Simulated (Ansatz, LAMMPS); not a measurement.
# Glassy 68GeO2-32ZnO (mol %) (91 atoms): where an added charge goes: runs compared

Aim: add and remove one electron in glassy 68GeO2-32ZnO (mol %) (91 atoms), with atoms held and relaxed, and read trapping energy and localisation.

Computed with Ansatz 0.2.0: Kohn-Sham DFT, r2SCAN, PAW (set soft_1), plane waves.

## (1) The cell as built

The cell holds 91 atoms: 23 Ge, 11 Zn and 57 O. Cell: a = 11.046 Å, b = 11.046 Å, c = 11.046 Å, α = 90.0°, β = 90.0°, γ = 90.0°. 91 atoms (23 Ge, 11 Zn, 57 O) placed at random at 4 g/cm³, melted at 4000 K for 10 ps at fixed volume with the Morse and Coulomb pair potential with partial charges (Pedone, Malavasi, Menziani, Cormack and Segre, J. Phys. Chem. B 110, 11780 (2006)). Quenched from 4000 K to 300 K at 50 K/ps and fixed volume, held 10 ps at zero pressure, then minimised at fixed cell.

What the set-up can't give: The quench rate of 50 K/ps is orders of magnitude faster than experiment, which tends to freeze in extra defects. The network of bonds at the start is that of the classical potential that made the cell, and needn't be the one that DFT or experiment would give. The Brillouin zone is sampled at Γ only, in a cell whose shortest periodic width is 11 Å.

## (2) The reference run

The reference is a single point at the end of the relaxation.

The charged cells start from the geometry of this run, on a uniform background, with spin and a narrow Fermi–Dirac smearing.

Its input, with most atom lines left out:

```yaml
crystal:
  lattice:
    - [11.04645, 0.0, 0.0]
    - [0.0, 11.04645, 0.0]
    - [0.0, 0.0, 11.04645]
  atoms:
    - { symbol: Ge, position: [0.59, 0.99429, 0.09276] }
    - { symbol: Ge, position: [0.56271, 0.53582, 0.29779] }
    - { symbol: Ge, position: [0.03256, 0.67509, 0.78937] }
    - { symbol: Ge, position: [0.33894, 0.96506, 0.46067] }
    - { symbol: Ge, position: [0.54694, 0.72339, 0.75065] }
    - { symbol: Ge, position: [0.37695, 0.38676, 0.11195] }
    - { symbol: Ge, position: [0.93175, 0.2678, 0.05964] }
    [... atom lines 8 to 91 left out ...]
kpoints:
  mp_grid: { grid: [1, 1, 1] }
hamiltonian:
  xc: r2scan
  pseudopotentials: { kind: paw, azcp: { folder: soft_1 } }
scf:
  occupations: { method: fermi_dirac, width: 0.025 }
output:
  forces: true
  stress: true
  populations: true
  dos:
    method: { smearing: { sigma: 0.1 } }
    de: 0.1
    projected: { site_lists: { Ge: [Ge], O: [O], Zn: [Zn] } }
  eigenvalues: true
  write_density: true
  write_potential: true
  volumetric_format: npy
```

* free energy per atom: -1845.7069 eV/atom
* r.m.s. force component: 0.00471 eV/Å
* pressure: -4.028 GPa

Filled and empty levels are parted by 2.36 eV (at Γ alone); a semilocal functional tends to put such gaps too low. In a disordered cell it changes from sample to sample, and tail or defect levels can set it.

## (3) The runs

Each row is one run, on 8 threads of Arm Neoverse V2, shared host. The free energy is the program's total, comparable only between runs with the same functional, potentials and atoms; between charge states it hangs on the program's zero of potential.

```tsv
run	atoms	outcome	ionic steps, all passes	free energy (eV)	time	host memory (GiB)
Single point at the start	91	converged	-	-167953.645	29 s	4.0
Relaxation	91	converged	13	-167959.324	3.9 min	4.0
Single point at the relaxed geometry	91	converged	-	-167959.324	38 s	4.0
An extra electron, atoms held	91	converged	-	-167953.404	1.8 min	5.9
An extra electron, atoms relaxed	91	converged	3	-167953.419	3.2 min	5.8
An extra electron, levels at the relaxed geometry	91	converged	-	-167953.419	1.9 min	5.9
Neutral at the geometry of the electron	91	converged	-	-167959.311	37 s	4.0
An extra hole, atoms held	91	converged	-	-167962.676	2.8 min	6.0
An extra hole, atoms relaxed	91	converged	8	-167962.890	10 min	5.9
An extra hole, levels at the relaxed geometry	91	converged	-	-167962.890	2.3 min	6.0
Neutral at the geometry of the hole	91	converged	-	-167958.955	36 s	4.0
```

In some runs the program notes that the stability of the SCF solution was not settled and the exchange-correlation potential is rough where the density is thin.

Local excerpt of 10 atoms (numbers count through the whole input) about O56, which holds the most spin of the extra hole after relaxation; x, y, z are measured from there.

```tsv
atom	x	y	z	distance (Å)	Löwdin charge (e)	moment (μB)
O56	0.00	0.00	0.00	0.00	-0.83	0.37
Zn26	0.43	-1.74	0.61	1.89	1.53	0.02
Ge8	1.12	1.44	-0.51	1.90	1.49	0.00
Zn24	-1.64	1.00	0.51	1.99	1.57	0.04
O42	-0.35	2.49	0.06	2.52	-1.02	0.13
O35	1.83	1.44	1.20	2.62	-1.00	0.05
O70	-1.67	-0.70	-2.00	2.70	-0.74	0.01
O57	0.50	1.19	-2.38	2.70	-0.80	0.02
O55	-1.27	0.51	2.33	2.70	-1.00	0.07
O90	1.12	-2.19	-1.19	2.73	-0.82	0.03
```

## (4) Energies and spread of the extra charge

Energies are differences within one cell and functional; the shift is the gain plus the neutral cell's energy at the new geometry, that is how much cheaper the vertical process becomes there. The spread is the participation number of the site moments (1/Σw², over the spin inside atomic spheres), with the atom that holds the largest share and the spin that the spheres hold in all.

```tsv
carrier	charged less neutral, atoms held (eV)	gain on relaxing (eV)	neutral cell at that geometry, less the reference (eV)	shift of the vertical energy (eV)	spread, atoms held	spread, relaxed
electron	5.921	0.015	0.014	0.029	83; Ge8 2 % of 0.29 μB	82; O87 2 % of 0.30 μB
hole	-3.352	0.214	0.369	0.583	15; O56 17 % of 0.93 μB	5; O56 39 % of 0.95 μB
```

## (5) What came out

The extra electron gains 0.015 eV as the atoms relax, and its spin stays on about 82 atoms: it stays spread out at this level. The cell with the electron ends on a moment of 0.81 μB, short of the 1 μB of one unpaired electron, so the spin density holds only part of the carrier. With the atoms held, the spheres hold only 0.29 of the 0.80 μB, so the spread is read from a small part of the spin. The extra hole gains 0.21 eV as the atoms relax, and its spin goes from about 15 to 5 atoms: a partial localisation as the atoms move, with the largest share on O56. Adding the two vertical energies gives 2.57 eV, against a gap of 2.36 eV in the neutral cell. The zero of the potential cancels in this sum; the excess isn't taken apart here: charging of a small cell, filling of bands on a coarse mesh and the attraction to the background can all enter.

**Limits.** Single energies of charged cells hang on the program's zero of potential. In the spin-polarised runs the search for a state of lower energy was switched off. No distortion was seeded, so a trapped state behind a barrier can't be found. Local and semilocal functionals favour spread-out charges, so trapping can be missed. The pressure of -4.0 GPa means that a free cell would contract at this level. Charged cells carry a uniform background, with no correction for images.

The DFT runs together took 29 min of wall time.

[Logs are printed without paths, hosts, clocks, repeated set-up lines and the standing remarks that a program may print on its own settings, such as how far it seeks lower states.]

[Hosts, paths, dates, database ids (printed as entryN), source tags and the programs' standing remarks are cut or masked in the printed files.]
